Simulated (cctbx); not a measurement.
**Symmetry from intensities**

Cell: a = 12.5390 Å, b = 4.5170 Å, c = 12.3840 Å, α = 90.00°, β = 90.00°, γ = 90.00°. Expected content of the cell: Pb8 Sm12 Ni4.

The data are simulated with cctbx, not measured: Mo Kα, λ = 0.71073 Å, to d = 0.77 Å, 70 % of the full sphere, strongest reflection 40000 counts, noise from counting, a 3 % proportional error and a noise floor of 2 counts (s.d.); no absorption.

Tests on the unmerged data give:

```text
4445 reflections to d = 0.770 A
centring   violations  <I/sigma> of those
    A       1726 of  2208     13.3
    B       1680 of  2163     12.7
    C       1846 of  2233     13.7
    I       1737 of  2216     13.3
    R       2408 of  2965     13.6
    F       2626 of  3302     13.2
Laue class    unique    Rint  (classes that these axes allow; Friedel mates merged)
P -1             2909   0.025
P 1 2/m 1        1752   0.028
P 1 1 2/m        1657   0.028
P 2/m 1 1        1644   0.029
P m m m           974   0.031
space group    extra absences  I>4sigma  <I/sigma>
P 2 2 2                 0          0         -  acentric
P 2 2 21                9          0       0.3  acentric
P 21 2 2                8          0      -0.2  acentric
P 2 21 2                3          0       0.5  acentric
P 21 21 2              11          0       0.0  acentric
P 2 21 21              12          0       0.4  acentric
P 21 2 21              17          0       0.1  acentric
P 21 21 21             20          0       0.2  acentric
P m m 2                 0          0         -  acentric
P 2 m m                 0          0         -  acentric
P m 2 m                 0          0         -  acentric
P 21 m a              100          0       0.0  acentric
P m 2 a               100          0       0.0  acentric
P n m 21               97          0       0.1  acentric
P n 21 m               97          0       0.1  acentric
P n 21 a              197          0       0.0  acentric
P m m m                 0          0         -  centric
P m m a               100          0       0.0  centric
P n m m :1             97          0       0.1  centric
P n m m :2             97          0       0.1  centric
P n m a               197          0       0.0  centric
Wilson B = 1.18 A^2   <|E^2-1|> = 0.945 (0.968 centric, 0.736 acentric)   E^2>4: 3.4 %
shell (A)         n   <I/sigma>
12.54 - 1.54    142     28.9
 1.54 - 1.22    129     30.5
 1.22 - 1.07    128     25.3
 1.07 - 0.97    114     27.9
 0.97 - 0.90    111     25.4
 0.90 - 0.85    129     22.5
 0.85 - 0.81    118     22.1
 0.81 - 0.77    103     23.8
```

**Question.** What are the lattice type, the Laue class and the likely space group?

Every centring test has many violations, so the lattice is primitive.

Rint stays low (0.025 to 0.031) up to P m m m, the highest class in these axes.

21 settings pass the absence test. The most absences obeyed, 197, belong to P n 21 a and P n m a, which absences can't tell apart.

⟨|E²−1|⟩ = 0.945 leans to a centrosymmetric structure. The Wilson B of 1.18 Å² means U ≈ 0.0149 Å².

The true group is Pnma (no. 62), Laue class mmm, centrosymmetric. The tables only narrow the choice to the tied entries; cell content, site symmetry and trial solutions must settle it.

The model is made up (kin elements in a known structure type, no relaxation), so it says nothing on whether the phase exists.

[Logs are printed without paths, hosts, clocks, repeated set-up lines and the standing remarks that a program may print on its own settings, such as how far it seeks lower states.]
